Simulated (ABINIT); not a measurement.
# LiCl (Fm-3m): changed settings of a GW run in ABINIT

What do changed inputs do to GW on LiCl (Fm-3m)?

Calculated with ABINIT 10.8.3; PBE and many-body steps on it, plane waves.

## (1) Set-up

Symmetry: Fm-3m, No. 225, cubic system. Conventional cell: a = 5.143 Å, b = 5.143 Å, c = 5.143 Å, α = 90.00°, β = 90.00°, γ = 90.00°. Li has 6 Cl at 2.57 Å nearest. Nearest to Cl lie 6 Li at 2.57 Å. Farther neighbours and most contacts between anions are not listed.

The cell and positions come from the Crystallography Open Database and are kept as given unless a step says otherwise.

## (2) Screening, 6×6×6 mesh, 132 bands, screening to 217.7 eV

This step: ABINIT 10.8.3; RPA screening on PBE, plane waves, norm-conserving pseudopotentials.

The RPA dielectric matrix is built and inverted for each q.

Contents of run.abi:

```
acell 3*1.0 Angstrom
rprim 
  0.000000000000 2.571500000000 2.571500000000
  2.571500000000 0.000000000000 2.571500000000
  2.571500000000 2.571500000000 -0.000000000000
ntypat 2
znucl 3 17
natom 2
typat 1 2
xred 
  0.000000000000 0.000000000000 0.000000000000
  0.500000000000 0.500000000000 0.500000000000
pp_dirpath "pseudos"
pseudos "Li.upf, Cl.upf"
ecut 33
ngkpt 6 6 6
nshiftk 1
shiftk 0 0 0
kptopt 1
chksymbreak 0
istwfk *1
occopt 1
irdwfk 1
optdriver 3
nband 132
ecuteps 8
inclvkb 2
awtr 1
symchi 1
indata_prefix "in"
outdata_prefix "out"
tmpdata_prefix "tmp"
```

Command:

```console
$ OMP_NUM_THREADS=1 mpirun -n 8 abinit run.abi > log
```

Output:

```text
.Version 10.8.3 of ABINIT. v10.8.2 released Aug 2026.

 Symmetries : space group Fm -3 m (#225); Bravais cF (face-center cubic)
[... echo of the input left out ...]
== DATASET  1 ==================================================================
-   mpi_nproc: 8, omp_nthreads: 1 (-1 if OMP is not activated)

--- !DatasetInfo
iteration_state: {dtset: 1, }
dimensions: {natom: 2, nkpt: 16, mband: 132, nsppol: 1, nspinor: 1, nspden: 1, mpw: 2092, }
cutoff_energies: {ecut:  33.0, pawecutdg:  -1.0, }
electrons: {nelect:   1.00000000E+01, charge:   0.00000000E+00, occopt:   1.00000000E+00, tsmear:   1.00000000E-02, }

 SCREENING: Calculation of the susceptibility and dielectric matrices

 Based on a program developped by R.W. Godby, V. Olevano, G. Onida, and L. Reining.
 Incorporated in ABINIT by V. Olevano, G.-M. Rignanese, and M. Torrent.
.Using double precision arithmetic ; gwpc =  8

[... cell and pseudopotentials left out ...]
--------------------------------------------------------------------------------

 ==== K-mesh for the wavefunctions ====
 Number of points in the irreducible wedge :    16
[... list of points left out ...]
 Together with 48 symmetry operations and time-reversal symmetry
 yields   216 points in the full Brillouin Zone.

 ==== Q-mesh for the screening function ====
 Number of points in the irreducible wedge :    16
[... list of points left out ...]
 Together with 48 symmetry operations and time-reversal symmetry
 yields   216 points in the full Brillouin Zone.

 setmesh: FFT mesh size selected  =    27x   27x   27
          total number of points  =        19683

 vcoul_init : cutoff-mode = AUXILIARY_FUNCTION
 q-points for optical limit:   1
     1)      0.000010    0.000020    0.000030

- screening: taking advantage of time-reversal symmetry
- Maximum band index for partially occupied states nbvw = 5
- Remaining bands to be divided among processors   nbcw = 127
- Number of bands treated by each node ~15

 Number of electrons calculated from density =   10.0000; Expected =   10.0000
 average of density, n =  0.043573
 r_s =    1.7629
 omega_plasma =   20.1355 [eV]

 calculating chi0 at frequencies [eV] :
  1    0.000000E+00    0.000000E+00
  2    0.000000E+00    2.013550E+01

--------------------------------------------------------------------------------
  q-point number  1        q = ( 0.000000, 0.000000, 0.000000) [r.l.u.]
--------------------------------------------------------------------------------
[... chi0 elements left out ...]
 For q-point:  0.000010 0.000020 0.000030
  dielectric constant =   2.7540
  dielectric constant without local fields =   3.2517

  Average fulfillment of the sum rule on Im[epsilon] for q-point    1 :     84.09  [%]
[... wings left out ...]
  q-point number  2        q = ( 0.166667, 0.000000, 0.000000) [r.l.u.]
--------------------------------------------------------------------------------
[... chi0 elements left out ...]
  Average fulfillment of the sum rule on Im[epsilon] for q-point    2 :     89.61  [%]

 [... 14 further q-points ...]
```

It took 75 s on 8 MPI ranks of Intel Xeon Platinum 8259CL at 2.50GHz (Skylake/Cascade Lake), shared host; peak memory 1.8 GiB.

This step gave:

* ε∞ with local fields, on this mesh, along the program's q direction: 2.754
* the same without local fields: 3.252
* plasma frequency: 20.14 eV
* plane waves in the screening matrix: 259

Local fields lower ε∞ by 15 %.

## (3) Base

The self-energy is evaluated for the states that the input lists, and the levels follow from it, in one-shot runs by the linearised quasiparticle equation.

This step: G0W0 on PBE, plane waves, norm-conserving pseudopotentials.

Changes to run.abi since step 2:

```diff
@@ -23,8 +23,15 @@
 irdwfk 1
-optdriver 3
+optdriver 4
 nband 132
+gwcalctyp 0
+ecutsigx 33
+symsigma 1
+nkptgw 1
+kptgw 
+  0.0000000000 0.0000000000 0.0000000000
+bdgw 
+  3 9
 ecuteps 8
-inclvkb 2
-awtr 1
-symchi 1
+irdscr 1
+ppmodel 1
 indata_prefix "in"
```

Output:

```text
.Version 10.8.3 of ABINIT. v10.8.2 released Aug 2026.

 Symmetries : space group Fm -3 m (#225); Bravais cF (face-center cubic)
[... echo of the input left out ...]
== DATASET  1 ==================================================================
-   mpi_nproc: 8, omp_nthreads: 1 (-1 if OMP is not activated)

--- !DatasetInfo
iteration_state: {dtset: 1, }
dimensions: {natom: 2, nkpt: 16, mband: 132, nsppol: 1, nspinor: 1, nspden: 1, mpw: 2092, }
cutoff_energies: {ecut:  33.0, pawecutdg:  -1.0, }
electrons: {nelect:   1.00000000E+01, charge:   0.00000000E+00, occopt:   1.00000000E+00, tsmear:   1.00000000E-02, }

 SIGMA: Calculation of the GW corrections

 Based on a program developped by R.W. Godby, V. Olevano, G. Onida, and L. Reining.
 Incorporated in ABINIT by V. Olevano, G.-M. Rignanese, and M. Torrent.
.Using double precision arithmetic ; gwpc =  8

[... cell and pseudopotentials left out ...]
--------------------------------------------------------------------------------

 ==== K-mesh for the wavefunctions ====
 Number of points in the irreducible wedge :    16
[... list of points left out ...]
 Together with 48 symmetry operations and time-reversal symmetry
 yields   216 points in the full Brillouin Zone.

 ==== Q-mesh for screening function ====
 Number of points in the irreducible wedge :    16
[... list of points left out ...]
 Together with 48 symmetry operations and time-reversal symmetry
 yields   216 points in the full Brillouin Zone.

 vcoul_init : cutoff-mode = AUXILIARY_FUNCTION
 q-points for optical limit:   1
     1)      0.000010    0.000020    0.000030
 setmesh: FFT mesh size selected  =    36x   36x   36
          total number of points  =        46656

 Number of electrons calculated from density =   10.0000; Expected =   10.0000
 average of density, n =  0.043573
 r_s =    1.7629
 omega_plasma =   20.1355 [eV]

 === KS Band Gaps ===
  >>>> For spin  1
   Minimum direct gap =   6.2845 [eV], located at k-point      :   0.0000  0.0000  0.0000
   Fundamental gap    =   6.2845 [eV], Top of valence bands at :   0.0000  0.0000  0.0000
                                       Bottom of conduction at :   0.0000  0.0000  0.0000
 SIGMA fundamental parameters:
 PLASMON POLE MODEL  1
 number of plane-waves for SigmaX                 2085
 number of plane-waves for SigmaC and W            259
 number of plane-waves for wavefunctions          2085
 number of bands                                   132
 number of independent spin polarizations            1
 number of spinorial components                      1
 number of k-points in IBZ                          16
 number of q-points in IBZ                          16
 number of symmetry operations                      48
 number of k-points in BZ                          216
 number of q-points in BZ                          216
 number of frequencies for dSigma/dE                 9
 frequency step for dSigma/dE [eV]                0.25
 number of omega for Sigma on real axis              0
 max omega for Sigma on real axis  [eV]           0.00
 zcut for avoiding poles [eV]                     0.10

 EPSILON^-1 parameters (SCR file):
 dimension of the eps^-1 matrix on file            259
 dimension of the eps^-1 matrix used               259
 number of plane-waves for wavefunctions          2085
 number of bands                                   132
 number of q-points in IBZ                          16
 number of frequencies                               2
 number of real frequencies                          1
 number of imag frequencies                          1

 matrix elements of self-energy operator (all in [eV])

 Perturbative Calculation

--- !SelfEnergy_ee
iteration_state: {dtset: 1, }
kpoint     : [   0.000,    0.000,    0.000, ]
spin       : 1
KS_gap     :    6.285
QP_gap     :    8.974
Delta_QP_KS:    2.690
data: !SigmaeeData |
     Band     E0 <VxcDFT>   SigX SigC(E0)      Z dSigC/dE  Sig(E)    E-E0       E
        3   0.193 -14.693 -19.029   1.904   0.803  -0.246 -16.645  -1.952  -1.759
        4   0.193 -14.693 -19.029   1.904   0.803  -0.246 -16.645  -1.952  -1.759
        5   0.193 -14.693 -19.029   1.904   0.803  -0.246 -16.645  -1.952  -1.759
        6   6.477  -9.170  -4.732  -3.567   0.847  -0.181  -8.432   0.738   7.215
        7  11.985  -9.607  -4.365  -3.774   0.841  -0.189  -8.372   1.234  13.219
        8  11.985  -9.607  -4.365  -3.774   0.841  -0.189  -8.372   1.234  13.219
        9  11.985  -9.607  -4.365  -3.774   0.841  -0.189  -8.372   1.234  13.219

== END DATASET(S) ==============================================================
================================================================================

 -outvars: echo values of variables after computation  --------
           etotal      0.0000000000E+00
            nband         132
             nkpt          16
          spgroup         225
 [... the other variables as echoed above ...]

 Calculation completed.
```

Run time: 11 s. Hardware: 8 MPI ranks; peak memory 1.9 GiB.

This step gave:

| Item | Value |
| --- | --- |
| G0W0 gap on the points computed | 8.974 eV |
| starting gap on the mesh | 6.285 eV |
| k of the valence top | 0, 0, 0 |
| k of the conduction bottom | 0, 0, 0 |
| Z at the valence top | 0.803 |
| Z at the conduction bottom | 0.847 |
| least direct G0W0 gap on the computed points | 8.974 eV |

The gap on the mesh goes from 6.28 eV to 8.97 eV, a correction of +2.69 eV.

## (4) Smaller part of the screening matrix

Changes to run.abi since step 3:

```diff
@@ -33,3 +33,3 @@
   3 9
-ecuteps 8
+ecuteps 2
 irdscr 1
```

Output:

```text
.Version 10.8.3 of ABINIT. v10.8.2 released Aug 2026.

 Symmetries : space group Fm -3 m (#225); Bravais cF (face-center cubic)
[... echo of the input left out ...]
== DATASET  1 ==================================================================
-   mpi_nproc: 8, omp_nthreads: 1 (-1 if OMP is not activated)

--- !DatasetInfo
iteration_state: {dtset: 1, }
dimensions: {natom: 2, nkpt: 16, mband: 132, nsppol: 1, nspinor: 1, nspden: 1, mpw: 2092, }
cutoff_energies: {ecut:  33.0, pawecutdg:  -1.0, }
electrons: {nelect:   1.00000000E+01, charge:   0.00000000E+00, occopt:   1.00000000E+00, tsmear:   1.00000000E-02, }

 SIGMA: Calculation of the GW corrections

 Based on a program developped by R.W. Godby, V. Olevano, G. Onida, and L. Reining.
 Incorporated in ABINIT by V. Olevano, G.-M. Rignanese, and M. Torrent.
.Using double precision arithmetic ; gwpc =  8

[... cell and pseudopotentials left out ...]
--------------------------------------------------------------------------------

 ==== K-mesh for the wavefunctions ====
 Number of points in the irreducible wedge :    16
[... list of points left out ...]
 Together with 48 symmetry operations and time-reversal symmetry
 yields   216 points in the full Brillouin Zone.

 ==== Q-mesh for screening function ====
 Number of points in the irreducible wedge :    16
[... list of points left out ...]
 Together with 48 symmetry operations and time-reversal symmetry
 yields   216 points in the full Brillouin Zone.

 vcoul_init : cutoff-mode = AUXILIARY_FUNCTION
 q-points for optical limit:   1
     1)      0.000010    0.000020    0.000030
 setmesh: FFT mesh size selected  =    36x   36x   36
          total number of points  =        46656

 Number of electrons calculated from density =   10.0000; Expected =   10.0000
[...]
number of q-points in BZ                          216
 number of frequencies for dSigma/dE                 9
 frequency step for dSigma/dE [eV]                0.25
 number of omega for Sigma on real axis              0
 max omega for Sigma on real axis  [eV]           0.00
 zcut for avoiding poles [eV]                     0.10

 EPSILON^-1 parameters (SCR file):
 dimension of the eps^-1 matrix on file            259
 dimension of the eps^-1 matrix used                27
 number of plane-waves for wavefunctions          2085
 number of bands                                   132
 number of q-points in IBZ                          16
 number of frequencies                               2
 number of real frequencies                          1
 number of imag frequencies                          1

 matrix elements of self-energy operator (all in [eV])

 Perturbative Calculation

--- !SelfEnergy_ee
iteration_state: {dtset: 1, }
kpoint     : [   0.000,    0.000,    0.000, ]
spin       : 1
KS_gap     :    6.285
QP_gap     :    8.644
Delta_QP_KS:    2.359
data: !SigmaeeData |
     Band     E0 <VxcDFT>   SigX SigC(E0)      Z dSigC/dE  Sig(E)    E-E0       E
        3   0.193 -14.693 -19.029   2.437   0.822  -0.217 -16.254  -1.560  -1.368
        4   0.193 -14.693 -19.029   2.437   0.822  -0.217 -16.254  -1.560  -1.368
        5   0.193 -14.693 -19.029   2.437   0.822  -0.217 -16.254  -1.560  -1.368
        6   6.477  -9.170  -4.732  -3.501   0.853  -0.172  -8.371   0.799   7.276
        7  11.985  -9.607  -4.365  -3.583   0.846  -0.182  -8.203   1.404  13.389
        8  11.985  -9.607  -4.365  -3.583   0.846  -0.182  -8.203   1.404  13.389
        9  11.985  -9.607  -4.365  -3.583   0.846  -0.182  -8.203   1.404  13.389

== END DATASET(S) ==============================================================
================================================================================

 -outvars: echo values of variables after computation  --------
           etotal      0.0000000000E+00
            nband         132
             nkpt          16
          spgroup         225
 [... the other variables as echoed above ...]

 Calculation completed.
```

It took 3.6 s on 8 MPI ranks; peak memory 0.97 GiB; 27 s of CPU time.

This step gave:

```yaml
g0w0_gap_on_the_points_computed: 8.644 eV
starting_gap_on_the_mesh: 6.285 eV
k_of_the_valence_top: 0, 0, 0
k_of_the_conduction_bottom: 0, 0, 0
z_at_the_valence_top: 0.822
z_at_the_conduction_bottom: 0.853
least_direct_g0w0_gap_on_the_computed_points: 8.644 eV
```

## (5) Broadening of the poles

Changes to run.abi since step 4:

```diff
@@ -33,5 +33,6 @@
   3 9
-ecuteps 2
+ecuteps 8
 irdscr 1
 ppmodel 1
+zcut 0.01 eV
 indata_prefix "in"
```

Output:

```text
.Version 10.8.3 of ABINIT. v10.8.2 released Aug 2026.

 Symmetries : space group Fm -3 m (#225); Bravais cF (face-center cubic)
[... echo of the input left out ...]
== DATASET  1 ==================================================================
-   mpi_nproc: 8, omp_nthreads: 1 (-1 if OMP is not activated)

--- !DatasetInfo
iteration_state: {dtset: 1, }
dimensions: {natom: 2, nkpt: 16, mband: 132, nsppol: 1, nspinor: 1, nspden: 1, mpw: 2092, }
cutoff_energies: {ecut:  33.0, pawecutdg:  -1.0, }
[...]
7  11.985  -9.607  -4.365  -3.772   0.842  -0.188  -8.370   1.237  13.222
        8  11.985  -9.607  -4.365  -3.772   0.842  -0.188  -8.370   1.237  13.222
        9  11.985  -9.607  -4.365  -3.772   0.842  -0.188  -8.370   1.237  13.222

== END DATASET(S) ==============================================================
================================================================================

 -outvars: echo values of variables after computation  --------
           etotal      0.0000000000E+00
            nband         132
             nkpt          16
          spgroup         225
 [... the other variables as echoed above ...]

 Calculation completed.
```

Wall time 11 s (8 MPI ranks); peak memory 1.8 GiB; 90 s of CPU time.

Numbers from this step:

* G0W0 gap on the points computed: 8.975 eV
* starting gap on the mesh: 6.285 eV
* k of the valence top: 0, 0, 0
* k of the conduction bottom: 0, 0, 0
* least direct G0W0 gap on the computed points: 8.975 eV

Against G0W0 in ABINIT (6×6×6 mesh, 132 bands, screening to 217.7 eV, Godby-Needs plasmon pole), the gap moves by +0.001 eV.

## (6) No symmetry in the self-energy

Changes to run.abi since step 5:

```diff
@@ -27,3 +27,3 @@
 ecutsigx 33
-symsigma 1
+symsigma 0
 nkptgw 1
@@ -36,3 +36,2 @@
 ppmodel 1
-zcut 0.01 eV
 indata_prefix "in"
```

Output:

```text
.Version 10.8.3 of ABINIT. v10.8.2 released Aug 2026.

 Symmetries : space group Fm -3 m (#225); Bravais cF (face-center cubic)
[... echo of the input left out ...]
== DATASET  1 ==================================================================
-   mpi_nproc: 8, omp_nthreads: 1 (-1 if OMP is not activated)

--- !DatasetInfo
iteration_state: {dtset: 1, }
dimensions: {natom: 2, nkpt: 16, mband: 132, nsppol: 1, nspinor: 1, nspden: 1, mpw: 2092, }
cutoff_energies: {ecut:  33.0, pawecutdg:  -1.0, }
[...]
7  11.985  -9.607  -4.365  -3.774   0.841  -0.189  -8.372   1.234  13.219
        8  11.985  -9.607  -4.365  -3.774   0.841  -0.189  -8.372   1.234  13.219
        9  11.985  -9.607  -4.365  -3.774   0.841  -0.189  -8.372   1.234  13.219

== END DATASET(S) ==============================================================
================================================================================

 -outvars: echo values of variables after computation  --------
           etotal      0.0000000000E+00
            nband         132
             nkpt          16
          spgroup         225
 [... the other variables as echoed above ...]

 Calculation completed.
```

Run time: 1.9 min. Hardware: 8 MPI ranks; peak memory 2 GiB; 15 min of CPU time.

This step gave:

| Quantity | Value |
| --- | --- |
| G0W0 gap on the points computed | 8.974 eV |
| starting gap on the mesh | 6.285 eV |
| k of the valence top | 0, 0, 0 |
| k of the conduction bottom | 0, 0, 0 |
| least direct G0W0 gap on the computed points | 8.974 eV |

Against G0W0 in ABINIT (6×6×6 mesh, 132 bands, screening to 217.7 eV, Godby-Needs plasmon pole), the gap moves by +0.000 eV.

(Continued in part 2 of 2.)

[Paths, hosts, dates, memory and timing lines, banners, echoed tables and standing remarks are left out of the program output.]

[Logs are printed without paths, hosts, clocks, repeated set-up lines and the standing remarks that a program may print on its own settings, such as how far it seeks lower states.]

[Runs of the session that timed out or met a known fault of the program may be left out.]

[No measured gap is set beside runs whose start may be inverted or whose files or cutoffs have a known fault.]

[Hosts, paths, dates, database ids (printed as entryN), source tags and the programs' standing remarks are cut or masked in the printed files.]

[G0W0 gaps are taken among the corrected bands and points alone; a level outside them can change the order at an edge.]

[Where Ansatz stands beside ABINIT at settings called matched, ABINIT's density can come from a denser mesh and the files from another edition; pairs whose starting gaps differed by over 0.03 eV were left out, so agreement reads better than it is.]
